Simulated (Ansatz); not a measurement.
# Lattice dynamics of TlH3 (model cell, started as ReO3 type), part 2 of 2

Task: relax TlH3 (model cell, started as ReO3 type), then find its harmonic phonons.

Ansatz 0.2.0; DFT PBEsol, scalar-relativistic, plane waves, PAW.

So far. Step 4 (Tight relaxation): The forces vanish by symmetry and the pressure is -0.007 GPa, within the tolerances set. The cell now holds 14.78 Å³/atom. The relaxed cell has a = 3.896 Å (conventional setting).

The structure was built from a prototype and need not be the compound's stable phase.

### Step 5. Modes at Γ

The zone centre comes first: it holds the modes that light can see, as far as symmetry allows. No field response is asked, since the mesh shows no gap.

Contents of input.yaml:

```yaml
crystal:
  lattice:
    - [3.8956913668, 0.0, 0.0]
    - [0.0, 3.8956913668, 0.0]
    - [0.0, 0.0, 3.8956913668]
  atoms:
    - { symbol: Tl, position: [0.0, 0.0, 0.0] }
    - { symbol: H, position: [0.5, 0.0, 0.0] }
    - { symbol: H, position: [0.0, 0.5, 0.0] }
    - { symbol: H, position: [0.0, 0.0, 0.5] }
kpoints:
  mp_grid: { grid: [12, 12, 12] }
hamiltonian:
  xc: pbesol
scf:
  occupations: { method: methfessel_paxton, width: 0.2 }
output:
  eigenvalues: true
phonons:
  method: dfpt
```

The run is started by

```
$ ansatz run input.yaml --threads 4 --pin off --max-ram 7168MiB --backend cpu --events-out ev --progress --plain --runs-dir out
```

Numbers of over 12 decimals in the logs are rounded to 6 here.

What it wrote:

```text
zone centre: on kpoints.mp_grid the ground state, and the responses unless they are solved on pairs of k-points, stand on 343 of the mesh's 1728 k-points, reduced under 8 symmetry operations, with k and −k counted as one. Each operation leaves every solved displacement unchanged or reverses it
[...]
Crystal: 4 atoms, lattice volume = 59.123 Å³
Basis set: ecut = 420 eV, 1189 PW (Γ), exchange–correlation on 54×54×54 points (8 copies of the dense FFT grid, shifted against one another)
Bands: 12, of which v1, the nominal top of the filled ones, is band 8 counted from 1 (7 counted from 0)
Symmetry: 48 space group operations
k-points: 343 of 1728 (irreducible under 8 space group operations)
[...]
SCF iter   1: F=—  HF=-11340.495847 eV  |F-HF|=—  |Δ(HF+E_count)|=         —  Δρ=6.64e-3  dr2=1.58e-2  ethr=1.77e-3  ⟨swp⟩=5.3  Hψ=24137  notcnv=0
[...]
SCF iter   8: F=-11340.492382 eV  HF=-11340.492382 eV  |F-HF|=5.46e-12  |Δ(HF+E_count)|=  7.46e-11  S|Δr|=    0.00e0  Δρ=3.32e-8  dr2=4.67e-13  ethr=1.00e-12  ⟨swp⟩=6.4  Hψ=18733  notcnv=0
SCF 1 converged in 8 iterations: F = -11340.492382 eV  dr2 = 4.67e-13
[...]
DFPT response loops at Γ: preconditioner auto → none (partly filled bands, converged f_vac=0.170); β = 0.50; Broyden in place of MSR1
SCF converged after 8 iterations
[...]
Free energy (F): -11340.492382 eV
[...]
Internal energy: -11340.493624 eV  (E = F + TS)
E sigma→0 (E₀):  -11340.492693 eV
Entropy (-TS):   0.001242 eV (0.310 meV/atom)
Fermi energy:    3.367928 eV
[...]
--- Band table (eV; the first three rows and the last of 343) ---
  k-point 0: bands = [... 4 lower, -7.8271, -6.3569, 4.1519, 4.1519, 6.9637, 6.9637, 6.9637, 9.5266]
  k-point 1: bands = [... 4 lower, -7.8268, -6.2997, 3.5433, 4.1660, 7.0235, 7.0235, 7.1982, 10.0131]
  k-point 2: bands = [... 4 lower, -7.8260, -6.1244, 2.3162, 4.2046, 7.1945, 7.1945, 7.5262, 11.2362]
  k-point 342: bands = [... 4 lower, -7.9424, -1.0369, -0.6951, -0.6951, -0.6951, 9.0378, 9.0378, 9.0378]
--- Phonons (Γ-DFPT): 3 representative perturbations + reference, on 343 of 1728 k-points (Σ response iterations 10) ---
  k mesh reduced under 8 symmetry operations, with k and −k counted as one. Each operation leaves every solved displacement unchanged or reverses it
  ASR residual: 1.807e-5 → 0.000e0 eV/Å²; symmetrization residual: 6.391e-7 eV/Å²
  ASR residual per site (eV/Å²): 1.25e-6 1.81e-5 1.81e-5 1.81e-5
  Γ frequencies (cm⁻¹): 0.00 0.00 0.00 429.55 429.55 429.55 438.68 438.68 438.68 1441.56 1441.56 1441.56
  non-analytic LO–TO correction: not included (Born effective charges unavailable; polar crystals: no LO–TO splitting at Γ)
```

It took 10 s on 4 threads of Intel Xeon 6975P-C (Granite Rapids), shared host; peak memory 0.98 GiB.

Numbers from this step:

```
sum-rule residual before enforcement                    : 1.81e-5 eV/Å²
point group                                             : m-3m
highest optical mode at the zone centre (no LO-TO term) : 1442 cm⁻¹
lowest optical zone-centre mode                         : 429.6 cm⁻¹
```

Patterns of degenerate modes are one choice out of their space. Modes at Γ, with each element's share of the kinetic energy:

| mode | frequency (cm⁻¹) | symmetry | Tl % | H % |
| --- | --- | --- | --- | --- |
| 1 | 0.0 | acoustic | 99 | 1 |
| 2 | 0.0 | acoustic | 99 | 1 |
| 3 | 0.0 | acoustic | 99 | 1 |
| 4 | 429.6 | T1u | 1 | 99 |
| 5 | 429.6 | T1u | 1 | 99 |
| 6 | 429.6 | T1u | 1 | 99 |
| 7 | 438.7 | T2u | 0 | 100 |
| 8 | 438.7 | T2u | 0 | 100 |
| 9 | 438.7 | T2u | 0 | 100 |
| 10 | 1441.6 | T1u | 0 | 100 |
| 11 | 1441.6 | T1u | 0 | 100 |
| 12 | 1441.6 | T1u | 0 | 100 |

Displacements in mode 5 (429.6 cm⁻¹), the largest set to 1:
```
Tl1 -0.01  0.00  0.00
H2   0.32  0.00  0.00
H3   1.00  0.00  0.00
H4   1.00  0.00  0.00
```

Displacements in mode 12 (1441.6 cm⁻¹), the largest set to 1:
```
Tl1  0.00  0.00  0.00
H2   1.00  0.00  0.00
H3  -0.16  0.00  0.00
H4  -0.16  0.00  0.00
```

Before it was imposed, the acoustic sum rule was missed by 1.8e-5 eV/Å². Small misses are needed for a sound result but don't prove that mesh and cutoff are converged. The lowest optical mode is real, 430 cm⁻¹.

### Step 6. Response at finite wavevector

Stability and thermal properties need the whole zone. Linear response on a 4×4×4 q mesh gives force constants as far as a supercell of that size would.

Edit input.yaml of step 5 so:

```diff
@@ -20 +20,8 @@
   method: dfpt
+  qmesh: [4, 4, 4]
+  temperatures: { t_max: 1000, t_step: 50 }
+  qpath:
+    path:
+      - [[0.0, 0.0, 0.0], [0.0, 0.5, 0.0], [0.5, 0.5, 0.0], [0.0, 0.0, 0.0], [0.5, 0.5, 0.5], [0.0, 0.5, 0.0]]
+      - [[0.5, 0.5, 0.5], [0.5, 0.5, 0.0]]
+    npoints: 10
```

What it wrote:

```text
[...]
Crystal: 4 atoms, lattice volume = 59.123 Å³
Basis set: ecut = 420 eV, 1189 PW (Γ), exchange–correlation on 54×54×54 points (8 copies of the dense FFT grid, shifted against one another)
Bands: 12, of which v1, the nominal top of the filled ones, is band 8 counted from 1 (7 counted from 0)
Symmetry: 48 space group operations
k-points: 84 of 1728
[...]
SCF iter   1: F=—  HF=-11340.495791 eV  |F-HF|=—  |Δ(HF+E_count)|=         —  Δρ=6.64e-3  dr2=1.58e-2  ethr=1.77e-3  ⟨swp⟩=5.3  Hψ=5942  notcnv=0
[...]
SCF iter   8: F=-11340.492382 eV  HF=-11340.492382 eV  |F-HF|=3.64e-12  |Δ(HF+E_count)|=  3.46e-11  S|Δr|=    0.00e0  Δρ=3.69e-8  dr2=6.63e-13  ethr=1.00e-12  ⟨swp⟩=6.2  Hψ=4391  notcnv=0
SCF 1 converged in 8 iterations: F = -11340.492382 eV  dr2 = 6.63e-13
[...]
SCF iter   3: F=-11340.492382 eV  HF=-11340.492382 eV  |F-HF|=1.82e-12  |Δ(HF+E_count)|=  3.64e-12  S|Δr|=    0.00e0  Δρ=1.01e-7  dr2=4.93e-12  ethr=1.00e-12  ⟨swp⟩=1.8  Hψ=3044  notcnv=0
SCF 2 converged in 3 iterations: F = -11340.492382 eV  dr2 = 4.93e-12
phonons: the bands overlap, so this run is a metal and interpolates without the dipole-dipole term. If the crystal is really an insulator or semiconductor, its LO-TO splitting is missing
NSCF: frozen V_eff on 84 k-points
WARN: eigensolver did not converge in 7 slots of this pass, the one above among them; of largest residual over every band (k=47): 1 band(s) unlocked (lowest unlocked band 11, counted from 0; max residual 1.30e-4 eV among the unlocked bands, 1.30e-4 eV over every band); of lowest unlocked band (k=17): band 11
[...]
DFPT response loops at q = (0, 0, 0) (fractional): preconditioner auto → none (partly filled bands, converged f_vac=0.170); β = 0.50; Broyden in place of MSR1
[...]
SCF converged after 8 iterations
[...]
Free energy (F): -11340.492382 eV
[...]
Internal energy: -11340.493624 eV  (E = F + TS)
E sigma→0 (E₀):  -11340.492693 eV
Entropy (-TS):   0.001242 eV (0.310 meV/atom)
Fermi energy:    3.367928 eV
[...]
--- Band table (eV; the first three rows and the last of 84) ---
  k-point 0: bands = [... 4 lower, -7.8271, -6.3569, 4.1519, 4.1519, 6.9637, 6.9637, 6.9637, 9.5266]
  k-point 1: bands = [... 4 lower, -7.8268, -6.2997, 3.5433, 4.1660, 7.0235, 7.0235, 7.1982, 10.0131]
  k-point 2: bands = [... 4 lower, -7.8260, -6.1244, 2.3162, 4.2046, 7.1945, 7.1945, 7.5262, 11.2362]
  k-point 83: bands = [... 4 lower, -7.9424, -1.0369, -0.6951, -0.6951, -0.6951, 9.0378, 9.0378, 9.0378]
--- Phonons (Γ-DFPT): 3 representative perturbations + reference (Σ response iterations 11) ---
  ASR residual: 3.514e-5 → 0.000e0 eV/Å²; symmetrization residual: 7.819e-7 eV/Å²
  ASR residual per site (eV/Å²): 3.51e-5 1.93e-5 1.93e-5 1.93e-5
[...]
--- Phonons (arbitrary-q DFPT): 10 irreducible q on the 4×4×4 mesh ---
  q = [0.0000, 0.0000, 0.0000] (star 1, of the zone-centre solve; hermiticity 2.13e-7, symmetrization 4.96e-13): -0.00 -0.00 0.00 429.55 429.55 429.55 438.68 438.68 438.68 1441.56 1441.56 1441.56
  q = [0.0000, 0.0000, 0.2500] (star 6, 7 solved perturbations in 3612 linear systems a pass and spin channel, the states on 588 of 1728 k-point pairs; hermiticity 2.20e-7, symmetrization 1.25e-13): 22.36 22.36 81.15 324.16 428.95 437.54 437.54 477.63 477.63 1186.09 1431.01 1431.01
[...]
q = [0.0000, 0.2500, -0.5000] (star 12, 12 solved perturbations on 588 of 1728 k-point pairs; hermiticity 1.22e-7, symmetrization 3.24e-14): 35.33 87.11 119.70 351.03 381.10 487.42 518.08 539.53 630.99 896.97 1188.64 1410.01
[...]
sum rule: each row above includes the acoustic sum rule's correction from the zone centre's row sums; it moved no ω² by more than (2.28 cm⁻¹)²
  mesh force constants: q→R imaginary residual 1.08e-48; ASR residual 3.514e-5 → 0.000e0 eV/Å²; symmetrization residual 4.441e-15 eV/Å²
  interpolated dispersion: 62 rows × 12 modes
  density of states and harmonic sums: on the 16×16×16 q-mesh, interpolated from the force constants of a 4×4×4 supercell (no non-analytic term)
  largest difference from the sums on the solved wave vectors: F 4.68e-3 eV, S 8.66e-6 and C_V 3.96e-6 eV/K
  zero-point energy: 0.407337 eV/cell   skipped modes (ω ≤ 0): 3   left out of the sums: 6.10e-5 of the cell's modes: C_V's classical limit lies that fraction below 3 k_B per atom; for a crystal, a wire or a layer, F and S can be off by more, and a phonons.interpolated_qmesh denser along its periods is the remedy for the sampling
```

The job ended after 4.2 min (4 threads; peak memory 2.6 GiB).

This step gave:

| Quantity | Value |
| --- | --- |
| sum-rule residual before enforcement | 3.51e-5 eV/Å² |
| lowest frequency on the path | 0 cm⁻¹ |
| highest frequency on the path or at a solved wavevector | 1442 cm⁻¹ |
| mean frequency | 547.6 cm⁻¹ |
| Debye temperature (second moment) | 1277 K |
| logarithmic mean frequency | 362.7 cm⁻¹ |
| lowest mode on the q mesh (acoustic modes at Γ apart) | 22.36 cm⁻¹ |
| zero-point energy per atom | 101.8 meV |
| heat capacity at 300 K | 15.31 J/(mol atoms K) |
| vibrational entropy at 300 K | 18.23 J/(mol atoms K) |
| edges of the widest gap between branches, on path and mesh | 637.2, 873.3 cm⁻¹ |

Frequencies (cm⁻¹) solved at each irreducible wavevector; negative means imaginary. Frequencies by wavevector, by row:

| q in reciprocal lattice units | star | mode 1 | mode 2 | mode 3 | mode 4 | mode 10 | mode 11 | mode 12 |
| --- | --- | --- | --- | --- | --- | --- | --- | --- |
| 0 0 0 | 1 | 0 | 0 | 0 | 429.6 | 1442 | 1442 | 1442 |
| 0 0 0.25 | 6 | 22.4 | 22.4 | 81.2 | 324.2 | 1186 | 1431 | 1431 |
| 0 0 -0.5 | 3 | 29.2 | 29.2 | 120.3 | 441.6 | 968.2 | 1421 | 1421 |
| 0 0.25 0.25 | 12 | 30.7 | 78.3 | 89.4 | 291.4 | 1135 | 1248 | 1420 |
| 0 0.25 -0.5 | 12 | 35.3 | 87.1 | 119.7 | 351 | 897 | 1189 | 1410 |
| 0 -0.5 -0.5 | 3 | 38.7 | 119.6 | 119.6 | 251 | 919.2 | 1094 | 1399 |
| 0.25 0.25 0.25 | 8 | 82.1 | 82.1 | 93.5 | 283.9 | 1114 | 1114 | 1302 |
| 0.25 0.25 -0.5 | 12 | 85.6 | 90.8 | 119.3 | 307 | 874 | 1070 | 1259 |
| 0.25 -0.5 -0.5 | 6 | 89.5 | 119.8 | 119.8 | 250.9 | 923.3 | 933.9 | 1258 |
| -0.5 -0.5 -0.5 | 1 | 123.3 | 123.3 | 123.3 | 251 | 914 | 914 | 1277 |

Interpolated from a 4×4×4 q mesh. Phonon branches along the path, in cm⁻¹:

| point | branch 1 | branch 2 | branch 3 | branch 4 | branch 9 | branch 10 | branch 11 | branch 12 |
| --- | --- | --- | --- | --- | --- | --- | --- | --- |
| Γ | 0 | 0 | 0 | 430 | 439 | 1442 | 1442 | 1442 |
| halfway | 22 | 22 | 81 | 324 | 478 | 1186 | 1431 | 1431 |
| X | 29 | 29 | 120 | 442 | 599 | 968 | 1421 | 1421 |
| halfway | 35 | 87 | 120 | 351 | 631 | 897 | 1189 | 1410 |
| M | 39 | 120 | 120 | 251 | 624 | 919 | 1094 | 1399 |
| halfway | 31 | 78 | 89 | 291 | 581 | 1135 | 1248 | 1420 |
| Γ | 0 | 0 | 0 | 430 | 439 | 1442 | 1442 | 1442 |
| halfway | 82 | 82 | 94 | 284 | 590 | 1114 | 1114 | 1302 |
| R | 123 | 123 | 123 | 251 | 637 | 914 | 914 | 1277 |
| halfway | 86 | 91 | 119 | 307 | 632 | 874 | 1070 | 1259 |
| X | 29 | 29 | 120 | 442 | 599 | 968 | 1421 | 1421 |
| jump to R | 123 | 123 | 123 | 251 | 637 | 914 | 914 | 1277 |
| halfway | 90 | 120 | 120 | 251 | 628 | 923 | 934 | 1259 |
| M | 39 | 120 | 120 | 251 | 624 | 919 | 1094 | 1399 |

Tetrahedra on a 16×16×16 mesh, mean over bins of 20 cm-1. Interpolated from a 4×4×4 q mesh. The phonon density of states by wavenumber; read off at these points:

| wavenumber (cm⁻¹) | phonon density of states (1/cm⁻¹/cell) |
| --- | --- |
| 10 | 0.00123 |
| 50 | 0.0246 |
| 110 | 0.0553 |
| 150 | 0 |
| 210 | 0 |
| 250 | 0.00143 |
| 310 | 0.0187 |
| 350 | 0.0132 |
| 390 | 0.0201 |
| 410 | 0.0189 |
| 450 | 0.0132 |
| 510 | 0.0169 |
| 550 | 0.0142 |
| 610 | 0.0182 |
| 630 | 0.0320 |
| 650 | 0 |
| 710 | 0 |
| 750 | 0 |
| 810 | 0 |
| 850 | 0 |
| 910 | 0.0136 |
| 950 | 0.00481 |
| 1010 | 0.00331 |
| 1050 | 0.00322 |
| 1110 | 0.00398 |
| 1150 | 0.00331 |
| 1210 | 0.00282 |
| 1250 | 0.00876 |
| 1310 | 0.00528 |
| 1350 | 0.00644 |
| 1410 | 0.0129 |
| 1450 | 6.0e-5 |

The partial phonon density of states has structure finer than the step of the table below, so its rows give means over 50 cm⁻¹, whole bins alone (the curve runs from -10 to 1495 cm⁻¹). Peaks (cm⁻¹: height): H 302.3: 0.0177, 406.4: 0.0195, 624.1: 0.0284, 908.0: 0.0107, 1248.7: 0.00903, 1409.6: 0.0123; Tl 113.0: 0.0399.

Phonopy on the run's constants, 15x15x15 mesh, Gaussian sigma 10.7 cm-1. Interpolated from a 4×4×4 q mesh. The partial phonon density of states by wavenumber; means over each step; values in 1/cm⁻¹/cell:

| wavenumber (cm⁻¹) | H | Tl |
| --- | --- | --- |
| 50 | 2.1e-4 | 0.0218 |
| 100 | 2.5e-4 | 0.0300 |
| 150 | 3.1e-5 | 0.00457 |
| 200 | 3.9e-6 | 0 |
| 250 | 0.00265 | 7.1e-6 |
| 300 | 0.0142 | 1.6e-4 |
| 350 | 0.0142 | 1.1e-4 |
| 400 | 0.0177 | 7.7e-5 |
| 450 | 0.0136 | 5.2e-5 |
| 500 | 0.0156 | 2.7e-5 |
| 550 | 0.0141 | 1.6e-5 |
| 600 | 0.0184 | 1.0e-5 |
| 650 | 0.00901 | 2.7e-6 |
| 700 | 1.2e-6 | 0 |
| 750 | 0 | 0 |
| 800 | 0 | 0 |
| 850 | 2.6e-4 | 0 |
| 900 | 0.00747 | 0 |
| 950 | 0.00556 | 0 |
| 1000 | 0.00330 | 0 |
| 1050 | 0.00350 | 0 |
| 1100 | 0.00380 | 0 |
| 1150 | 0.00374 | 0 |
| 1200 | 0.00233 | 0 |
| 1250 | 0.00691 | 6.2e-6 |
| 1300 | 0.00447 | 4.3e-6 |
| 1350 | 0.00669 | 1.0e-5 |
| 1400 | 0.00983 | 2.1e-5 |
| 1450 | 0.00209 | 3.9e-6 |

Harmonic thermodynamic functions per atom, from the density of states. Interpolated from a 4×4×4 q mesh. Thermodynamic functions, by row:

| T (K) | F_vib (meV/atom) | S (J/mol-atom/K) | C_V (J/mol-atom/K) |
| --- | --- | --- | --- |
| 0 | 101.8 | 0 | 0 |
| 50 | 101.3 | 2.937 | 4.048 |
| 100 | 98.77 | 6.57 | 6.642 |
| 200 | 88.69 | 12.76 | 11.67 |
| 300 | 72.57 | 18.23 | 15.31 |
| 400 | 51.15 | 22.99 | 17.8 |
| 500 | 25.11 | 27.16 | 19.54 |
| 600 | -4.99 | 30.84 | 20.77 |
| 700 | -38.68 | 34.11 | 21.65 |
| 800 | -75.58 | 37.05 | 22.29 |
| 900 | -115.4 | 39.7 | 22.77 |
| 1000 | -157.8 | 42.12 | 23.14 |

Harmonic mean-square displacement, third of the trace. Interpolated from a 4×4×4 q mesh. Mean square displacements, by row:

| T (K) | Tl1 U_eq (Å²) | H2 U_eq (Å²) | H3 U_eq (Å²) | H4 U_eq (Å²) |
| --- | --- | --- | --- | --- |
| 0 | 0.00128 | 0.03108 | 0.03108 | 0.03108 |
| 100 | 0.00419 | 0.03333 | 0.03333 | 0.03333 |
| 300 | 0.01205 | 0.04715 | 0.04715 | 0.04715 |
| 600 | 0.024 | 0.07798 | 0.07798 | 0.07798 |

Symmetry leaves 10 wavevectors to solve. The lowest mode among them, the acoustic zeros apart, lies at q = (0, 0, 0.25) and is real, 22.4 cm⁻¹.

### Step 7. Another isotope, element H, natural mass 1.008 amu

An isotope changes the mass and not the force constants, so no new electronic calculation is needed; the shifts show which modes move this element.

The same force constants with the mass of H changed from 1.008 to 2.014 u (phonopy, no LO-TO term). Both lists are sorted by frequency; levels can cross, so a row need not hold one and the same mode. Modes under 3 cm⁻¹ are left out. Isotope shifts, by row, the first 40 of 45 rows:

| q | rank | natural mass (cm⁻¹) | changed mass (cm⁻¹) |
| --- | --- | --- | --- |
| 0 0 0 | 4 | 429.6 | 305.8 |
| 0 0 0 | 5 | 429.6 | 305.8 |
| 0 0 0 | 6 | 429.6 | 305.8 |
| 0 0 0 | 7 | 438.7 | 310.3 |
| 0 0 0 | 8 | 438.7 | 310.3 |
| 0 0 0 | 9 | 438.7 | 310.3 |
| 0 0 0 | 10 | 1442 | 1021 |
| 0 0 0 | 11 | 1442 | 1021 |
| 0 0 0 | 12 | 1442 | 1021 |
| 0 0 0.25 | 1 | 22.36 | 22.25 |
| 0 0 0.25 | 2 | 22.36 | 22.25 |
| 0 0 0.25 | 3 | 81.15 | 80.08 |
| 0 0 0.25 | 4 | 324.2 | 232.3 |
| 0 0 0.25 | 5 | 428.9 | 303.5 |
| 0 0 0.25 | 6 | 437.5 | 310.6 |
| 0 0 0.25 | 7 | 437.5 | 310.6 |
| 0 0 0.25 | 8 | 477.6 | 338.1 |
| 0 0 0.25 | 9 | 477.6 | 338.1 |
| 0 0 0.25 | 10 | 1186 | 839.3 |
| 0 0 0.25 | 11 | 1431 | 1013 |
| 0 0 0.25 | 12 | 1431 | 1013 |
| 0 0 -0.5 | 1 | 29.24 | 29.13 |
| 0 0 -0.5 | 2 | 29.24 | 29.13 |
| 0 0 -0.5 | 3 | 120.3 | 120 |
| 0 0 -0.5 | 4 | 441.6 | 313.3 |
| 0 0 -0.5 | 5 | 441.6 | 313.3 |
| 0 0 -0.5 | 6 | 481.9 | 340.9 |
| 0 0 -0.5 | 7 | 516 | 365 |
| 0 0 -0.5 | 8 | 516 | 365 |
| 0 0 -0.5 | 9 | 599 | 424.8 |
| 0 0 -0.5 | 10 | 968.2 | 685 |
| 0 0 -0.5 | 11 | 1421 | 1006 |
| 0 0 -0.5 | 12 | 1421 | 1006 |
| 0 0.25 0.25 | 1 | 30.66 | 30.56 |
| 0 0.25 0.25 | 2 | 78.28 | 77.04 |
| 0 0.25 0.25 | 3 | 89.42 | 89.06 |
| 0 0.25 0.25 | 4 | 291.4 | 209.3 |
| 0 0.25 0.25 | 5 | 394 | 278.8 |
| 0 0.25 0.25 | 6 | 414.6 | 294.3 |
| 0 0.25 0.25 | 7 | 474.1 | 336.1 |

A mode of this element alone would shift by -29.26 %. The highest zone-centre frequency without the field goes from 1441.6 to 1020.9 cm⁻¹ (-29.2 %). The product of the frequency ratios over all optical modes at Γ is 0.045; the product rule, (m/m′)^(3k/2) (M′/M)^(3/2) with k = 3 such atoms and M the mass of the cell, gives 0.045.

### Step 8. Another isotope, element Tl, natural mass 204.38 amu

The same for Tl, from 204.38 to 202.97 u.

A mode of this element alone would shift by +0.35 %. The highest zone-centre frequency without the field goes from 1441.6 to 1441.6 cm⁻¹ (+0.0 %). The product of the frequency ratios over all optical modes at Γ is 1.000; the product rule, (m/m′)^(3k/2) (M′/M)^(3/2) with k = 1 such atoms and M the mass of the cell, gives 1.000.

### Step 9. Outcome

```yaml
space_group_after_relaxation_within_0p01_a: Pm-3m
volume_per_atom: 14.8 Å³
electronic_character: no gap on this mesh
highest_optical_mode_at_the_zone_centre_no_lo_to_term: 1442 cm⁻¹
lowest_optical_zone_centre_mode: 430 cm⁻¹
lowest_mode_on_the_q_mesh_acoustic_modes_at_gamma_apart: 22.4 cm⁻¹
highest_frequency_on_the_path_or_at_a_solved_wavevector: 1442 cm⁻¹
zero_point_energy_per_atom: 102 meV
heat_capacity_at_300_k: 15.3 J/(mol atoms K)
vibrational_entropy_at_300_k: 18.2 J/(mol atoms K)
debye_temperature_second_moment: 1277 K
imaginary_modes_on_the_4x4x4_q_mesh: none
```

**Reading.** The structure is a minimum as far as tested: no mode is imaginary at the 10 irreducible wavevectors of the 4×4×4 mesh, and the softest away from the acoustic zeros lies at 22 cm⁻¹. The optical modes at Γ span 430 to 1442 cm⁻¹. The highest mode in this list at Γ, 1441.6 cm⁻¹, is mostly motion of H (100 % of the kinetic energy). On the path and the mesh, the widest gap between branches runs from 637 to 873 cm⁻¹. With no gap, or one that is small against the smearing, the frequencies hang on the k mesh and the smearing, most of all near Kohn anomalies. Spin-orbit coupling is left out, which can matter for the heavy elements here. A phonon run warned that its eigensolver left some bands unconverged in a pass. The starting cell was built on a prototype and not taken from a measurement, so the phase need not exist. These are harmonic frequencies at zero temperature: anharmonic shifts, linewidths and thermal expansion are left out.

[Logs are printed without paths, hosts, clocks, repeated set-up lines and the standing remarks that a program may print on its own settings, such as how far it seeks lower states.]

[Hosts, paths, dates, database ids (printed as entryN), source tags and the programs' standing remarks are cut or masked in the printed files.]
